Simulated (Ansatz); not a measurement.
# 1T-FeBrI bilayer (like faces together) in a perpendicular field, part 3 of 3

Aim: how the 1T-FeBrI bilayer (like faces together) screens a field along its normal, and what the field does to its bands. A positive field points along +c.

Ansatz 0.2.0; plane-wave DFT, PBE-D3(BJ), Ansatz PAW.

So far. Step 6 (Atoms held, field 0.15 V/Å): The dipole is 0.122 e·Å. Step 7 (Single point, field 0.25 V/Å): The dipole is 0.203 e·Å.

**8. Atoms held, field -0.25 V/Å**

Input file input.yaml:

```yaml
crystal:
  lattice:
    - [3.8303111519, 0.0, 0.0]
    - [-1.915155576, 3.317146762, 0.0]
    - [0.0, 0.0, 27.3767021719]
  atoms:
    - { symbol: I, position: [0.6666666667, 0.3333333333, 0.3287466819], spin: 0.18 }
    - { symbol: Fe, position: [0.0, 0.0, 0.3904134357], spin: 3.42 }
    - { symbol: Br, position: [0.3333333333, 0.6666666667, 0.442618095], spin: 0.14 }
    - { symbol: I, position: [0.0, 0.0, 0.6712533181], spin: -0.18 }
    - { symbol: Fe, position: [0.3333333333, 0.6666666667, 0.6096185957], spin: -3.42 }
    - { symbol: Br, position: [0.6666666667, 0.3333333333, 0.5573609045], spin: -0.14 }
magnetization:
  spin_polarized: true
kpoints:
  mp_grid: { grid: [18, 18, 1] }
  band_path:
    path: [[0, 0, 0], [0.5, 0, 0], [0.33333333, 0.33333333, 0], [0, 0, 0]]
    npoints: 16
hamiltonian:
  xc: pbe
  dispersion: d3bj
scf:
  occupations: { method: fermi_dirac, width: 0.02585 }
  convergence: { dr2_threshold: 1.0e-10 }
efield:
  axis: 3
  dipole_correction: true
  ramp_position: 0.9668
  ramp_width: 0.0665
  amplitude: -0.25
output:
  dos: { projected: true, e_range: [-6, 5] }
  bader: true
  write_potential: true
  write_density: true
  volumetric_format: npy
  elf: true
```

Launch:

```console
> ansatz run input.yaml --threads 4 --pin off --max-ram 12288MiB --backend cpu --events-out ev --progress --plain --runs-dir out
```

Numbers of over 12 decimals in the logs are rounded to 6 here.

The log of the run:

```text
[...]
Crystal: 6 atoms, lattice volume = 347.840 Å³
Basis set: ecut = 420 eV, 6763 PW (Γ)
Bands: 53, of which v1, the nominal top of the filled ones, is band 40 counted from 1 (39 counted from 0)
Symmetry: 6 space group operations
k-points: 37 of 324 (time reversal used)
[...]
Starting moments: Σ|m| = 7.48 μB on 6 of 6 sites
[...]
--- Bader charges: 6 sites ---
  site symbol  charge [e]  shift [e]    m [muB]
     0      I     -0.4042     0.0009     0.3017
     1     Fe      0.9679     0.0022     3.4980
     2     Br     -0.5468     0.0013     0.2014
     3      I     -0.4319     0.0009    -0.2869
     4     Fe      0.9616     0.0023    -3.4821
     5     Br     -0.5465     0.0013    -0.1972
  estimated error of the sums over rays = 4.0e-4 e
[key lines of the parts left out:]
SCF converged after 16 iterations
Magnetization: 0.0348 μB (40.0174 up, 39.9826 down)
Free energy (F): -29556.302070 eV
Fermi energy:    1.007648 eV
Dipole field:    D = -0.105403 V/Å  (p = -0.202616 e·Å, saw-weighted, corrected)
```

Elapsed: 67 s, on 4 threads of Intel Xeon Platinum 8488C (Sapphire Rapids), shared host; peak memory 1.8 GiB.

The dipole is -0.203 e·Å.

**9. Response, atoms held**

This step: plane-wave DFT, PBE-D3(BJ), Ansatz PAW; response to a field along the normal, atoms held (Ansatz 0.2.0).

The dipoles give the slope, and the difference of two potentials shows where the field is screened.

Numbers from this step:

| Quantity | Value |
| --- | --- |
| equivalent conductor thickness p/(ε₀AE) | 11.55 Å |
| distance between the outer atoms | 9.377 Å |

Table of dipole of the cell by applied field:

| applied field (V/Å) | dipole of the cell (e·Å) |
| --- | --- |
| -0.250 | -0.203 |
| -0.030 | -0.0242 |
| 0.000 | 1.6e-4 |
| 0.030 | 0.0245 |
| 0.150 | 0.122 |
| 0.250 | 0.203 |

Table of total moment by applied field:

| applied field (V/Å) | total moment (μB) |
| --- | --- |
| -0.250 | 0.0348 |
| -0.030 | 0.00561 |
| 0.000 | 0.00164 |
| 0.030 | -0.00234 |
| 0.150 | -0.0182 |
| 0.250 | -0.0315 |

Local field over the applied field, running mean. From the potentials at -0.03 and 0.03 V/Å; running mean over 2.5 Å. The local field over applied field by z:

| z (Å) | local field over applied field |
| --- | --- |
| 5 | 0.995 |
| 6 | 0.956 |
| 7 | 0.767 |
| 8 | 0.427 |
| 9 | 0.141 |
| 10 | 0.0584 |
| 11 | 0.0416 |
| 12 | 0.00938 |
| 13 | 0.0129 |
| 14 | 0.0148 |
| 15 | 0.00745 |
| 16 | 0.0327 |
| 17 | 0.0484 |
| 18 | 0.0962 |
| 19 | 0.299 |
| 20 | 0.647 |
| 21 | 0.910 |
| 22 | 0.988 |
| 23 | 0.999 |

The induced electron density oscillates, so the rows of the table below give means over windows of 2.85 Å about each position, cut where the curve ends. Its maxima inside the range that stand out by 2 % of the span (Å: e/Å³ per V/Å): 7.8: 0.00345, 10.7: 0.00143, 14.4: 2.1e-4, 17.3: 0.00102. Its minima: 10.1: -0.00102, 13.0: -2.1e-4, 16.7: -0.00143, 19.5: -0.00345.

Electrons, planar mean, per unit field. Table of induced electron density by z; means over each step:

z (Å), induced electron density (e/Å³ per V/Å) and a bar from the least value:
```
     5.56    0.00026 ##################
     8.41    0.00160 ##############################
    11.26    0.00007 ################
    14.11    0.00001 ################
    16.96   -0.00011 ###############
    19.81   -0.00178 
    22.66   -0.00007 ###############
```

By hand: between -0.03 and 0.03 V/Å the dipole changes by 0.04868 e·Å, a slope of 0.8113 e·Å²/V. A perfect conductor of thickness t has p = ε₀AEt, so t = 180.95 × 0.8113 / 12.706 = 11.55 Å (e/ε₀ = 180.95 V·Å, A in Å²).

The induced dipole is that of a conductor 11.55 Å thick.

**10. The same run with other settings**

This step: plane-wave DFT, PBE-D3(BJ), Ansatz PAW (Ansatz 0.2.0).

An input spoilt on purpose, to show how the run answers: it repeats the earlier run at 0.03 V/Å with efield.amplitude from 0.03 to 0 and efield.dipole_correction from true to false, and scf.max_iter set to 80.

input.yaml, as its differences from that of step 8:

```diff
@@ -25,11 +25,10 @@
   convergence: { dr2_threshold: 1.0e-10 }
+  max_iter: 80
 efield:
   axis: 3
-  dipole_correction: true
-  ramp_position: 0.9668
-  ramp_width: 0.0665
-  amplitude: -0.25
+  dipole_correction: false
+  ramp_position: 0.97
+  ramp_width: 0.06
+  amplitude: 0
 output:
-  dos: { projected: true, e_range: [-6, 5] }
-  bader: true
   write_potential: true
@@ -37,2 +36 @@
   volumetric_format: npy
-  elf: true
```

The log of the run:

```text
Error: invalid value for `efield.amplitude`: is zero with dipole_correction: false — the section would apply nothing; set a non-zero amplitude, enable dipole_correction, or remove the block
```

Run time: 0.03 s. Hardware: 4 threads; peak memory 0.04 GiB.

The program refused the input before any cycle.

The program's message: “Error: invalid value for `efield.amplitude`: is zero with dipole_correction: false — the section would apply nothing; set a non-zero amplitude, enable dipole_correction, or remove the block”

The fault put into the input: a field block that applies nothing.

**11. A changed input: basis.ecutwfc = "700 eV" and scf.lower_state_search = "off"**

Another changed input: it repeats the earlier run at 0.03 V/Å with basis.ecutwfc to 700 eV and scf.lower_state_search to off.

input.yaml, as its differences from that of step 10:

```diff
@@ -25,9 +25,9 @@
   convergence: { dr2_threshold: 1.0e-10 }
-  max_iter: 80
+  lower_state_search: "off"
 efield:
   axis: 3
-  dipole_correction: false
+  dipole_correction: true
   ramp_position: 0.97
   ramp_width: 0.06
-  amplitude: 0
+  amplitude: 0.03
 output:
@@ -36 +36,3 @@
   volumetric_format: npy
+basis:
+  ecutwfc: "700 eV"
```

The log of the run:

```text
[...]
Crystal: 6 atoms, lattice volume = 347.840 Å³
Basis set: ecut = 700 eV, 14645 PW (Γ)
Bands: 53, of which v1, the nominal top of the filled ones, is band 40 counted from 1 (39 counted from 0)
Symmetry: 6 space group operations
k-points: 37 of 324 (time reversal used)
[...]
Starting moments: Σ|m| = 7.48 μB on 6 of 6 sites
[...]
SCF iter   1: F=—  HF=-29556.451341 eV  |F-HF|=—  |Δ(HF+E_count)|=         —  Δρ=2.39e-2 (↑2.39e-2 ↓2.39e-2)  dr2=1.01e1  dr2_m=2.92e-1  M=0.004 μB ∫|m|=6.786 μB  β_m=0.30  ethr=3.10e-3  p=0.025 e·Å  D=1.29e-2 V/Å  ΔV_dip=-0.35 eV  dr2_dipole=2.50e-5  V_vac-E_F(+/−)=6.50/6.10 eV  ⟨swp⟩=11.4  Hψ=20350  notcnv=0  defer=115
[...]
SCF iter   8: F=—  HF=-29556.276772 eV  |F-HF|=—  |Δ(HF+E_count)|=   7.77e-3  Δρ=2.96e-3 (↑2.95e-3 ↓2.96e-3)  dr2=5.53e-4  dr2_m=2.77e-2  M=-0.002 μB ∫|m|=8.009 μB  β_m=0.30  ethr=6.87e-7  p=0.025 e·Å  D=1.28e-2 V/Å  ΔV_dip=-0.35 eV  dr2_dipole=9.96e-7  V_vac-E_F(+/−)=4.97/4.57 eV  ⟨swp⟩=2.3  Hψ=6440  notcnv=0  defer=444
[...]
spin-set hold released at iteration 8 (site moments contracting): the magnetisation degrees of freedom join the quasi-Newton model from the next iteration; the mixer history was flushed
SCF iter   9: F=—  HF=-29556.281433 eV  |F-HF|=—  |Δ(HF+E_count)|=   4.66e-3  Δρ=2.21e-3 (↑2.19e-3 ↓2.21e-3)  dr2=7.77e-4  dr2_m=1.52e-2  M=-0.002 μB ∫|m|=8.011 μB  β_m=0.65  ethr=6.87e-7  p=0.025 e·Å  D=1.28e-2 V/Å  ΔV_dip=-0.35 eV  dr2_dipole=8.38e-7  V_vac-E_F(+/−)=4.97/4.56 eV  ⟨swp⟩=2.1  Hψ=4947  notcnv=0  defer=438
[...]
SCF iter  22: F=-29556.289035 eV  HF=-29556.289035 eV  |F-HF|=1.82e-11  |Δ(HF+E_count)|=  4.00e-11  Δρ=3.51e-8 (↑3.51e-8 ↓2.73e-8)  dr2=9.02e-12  dr2_m=1.63e-12  M=-0.002 μB ∫|m|=8.014 μB  ethr=1.00e-12  p=0.025 e·Å  D=1.27e-2 V/Å  ΔV_dip=-0.35 eV  dr2_dipole=8.07e-17  V_vac-E_F(+/−)=4.98/4.58 eV  ⟨swp⟩=15.7  Hψ=17435  notcnv=0
[...]
SCF 1 converged in 22 iterations: F = -29556.289035 eV  dr2 = 9.02e-12
[...]
SCF converged after 22 iterations
Magnetization: -0.0023 μB (39.9988 up, 40.0012 down)
Absolute magnetization: 8.0140 μB (∫|ρ↑−ρ↓|, with the PAW one-centre terms)
[...]
Per-site moments (μB) at R_I (Å): [(0.179151, 1.147652), (3.422162, 1.086138), (0.142204, 1.086138), (-0.180156, 1.147432), (-3.423512, 1.086463), (-0.141496, 1.086463)]
Free energy (F): -29556.289035 eV
[...]
Internal energy: -29556.278834 eV  (E = F + TS)
E sigma→0 (E₀):  -29556.283934 eV
Entropy (-TS):   -0.010201 eV (-1.700 meV/atom)
Fermi energy:    1.009421 eV
Dipole field:    D = 0.012746 V/Å  (p = 0.024502 e·Å, saw-weighted, corrected)
Work function:   not extracted (applied field tilts the vacuum); planar V_es + V_field profile in the machine report
[...]
--- Band table (eV; the first three rows and the last of 74) ---
  k-point 0 ↑: bands = [... 36 lower, -0.1521, 0.6814, 0.6814, 0.7078, 0.7078, 1.3009, 2.5819, 2.5819, ... 9 higher]
  k-point 1 ↑: bands = [... 36 lower, -0.2217, 0.5271, 0.6559, 0.7367, 0.7601, 1.3404, 2.4896, 2.5621, ... 9 higher]
  k-point 2 ↑: bands = [... 36 lower, -0.3860, 0.1539, 0.5873, 0.7621, 0.8756, 1.4204, 2.3036, 2.5124, ... 9 higher]
  k-point 36 ↓: bands = [... 36 lower, -1.4952, -0.5238, -0.0465, 1.1401, 1.2138, 1.3661, 2.0677, 2.3893, ... 9 higher]
```

Wall time 1.9 min (4 threads); peak memory 3.4 GiB.

This step gave:

| Quantity | Value |
| --- | --- |
| energy at zero smearing | -29556.2839 eV |
| total moment | 0 μB |
| site moments | 0.1792, 3.422, 0.1422, -0.1802, -3.424, -0.1415 μB |
| dipole along the normal | 0.02450 e·Å |

Deep bands are left out, so band numbers here count from the lowest band kept and differ from the log's. The electronic bands at the labelled points (eV, zero at the Fermi level; # counts the bands kept):

| point | up #16 | up #18 | up #19 | up #20 | down #16 | down #18 | down #19 | down #20 |
| --- | --- | --- | --- | --- | --- | --- | --- | --- |
| Γ | -0.33 | -0.30 | -0.30 | 0.29 | -0.32 | -0.30 | -0.30 | 0.29 |
| halfway | -1.42 | -0.29 | 0.11 | 0.53 | -1.41 | -0.30 | 0.11 | 0.53 |
| M | -1.03 | -0.39 | 0.21 | 0.50 | -1.02 | -0.39 | 0.21 | 0.50 |
| halfway | -1.27 | -0.08 | 0.21 | 0.44 | -1.27 | -0.08 | 0.21 | 0.44 |
| K | -1.53 | 0.13 | 0.21 | 0.36 | -1.53 | 0.13 | 0.20 | 0.36 |
| halfway | -1.29 | -0.09 | 0.07 | 0.54 | -1.29 | -0.09 | 0.07 | 0.54 |
| Γ | -0.33 | -0.30 | -0.30 | 0.29 | -0.32 | -0.30 | -0.30 | 0.29 |

| quantity | this run | earlier run | difference |
| --- | --- | --- | --- |
| dipole along the normal (e·Å) | 0.02450 | 0.02451 | -6.2e-6 |
| total moment (μB) | -0.002348 | -0.002344 | -3.3e-6 |

Nothing in the table moves by 0.01 in its unit (for the dipole 0.5 % and 5e-5 e·Å). The run took 22 SCF cycles against 14.

Of the bands kept, 4 cross the Fermi level on this path, both spins counted.

**12. What came out**

```
gap without field                          : none
work function, upper face                  : 4.79 eV
equivalent conductor thickness, atoms held : 11.6 Å
```

The induced dipole equals that of a perfect conductor 11.55 Å thick, while the outer atoms lie 9.38 Å apart. There is no gap over 0.03 eV, with or without the field. The magnetic order is the one reached from the typed start; other orders were not compared. Spin-orbit coupling is left out, which matters for the bands of elements this heavy.

[Logs are printed without paths, hosts, clocks, repeated set-up lines and the standing remarks that a program may print on its own settings, such as how far it seeks lower states.]

[Hosts, paths, dates, database ids (printed as entryN), source tags and the programs' standing remarks are cut or masked in the printed files.]

[Maps of the electrostatic potential energy from Ansatz leave out the sawtooth potential of an applied field or a dipole correction, so their vacuum need not be flat; planar profiles and work functions include it.]
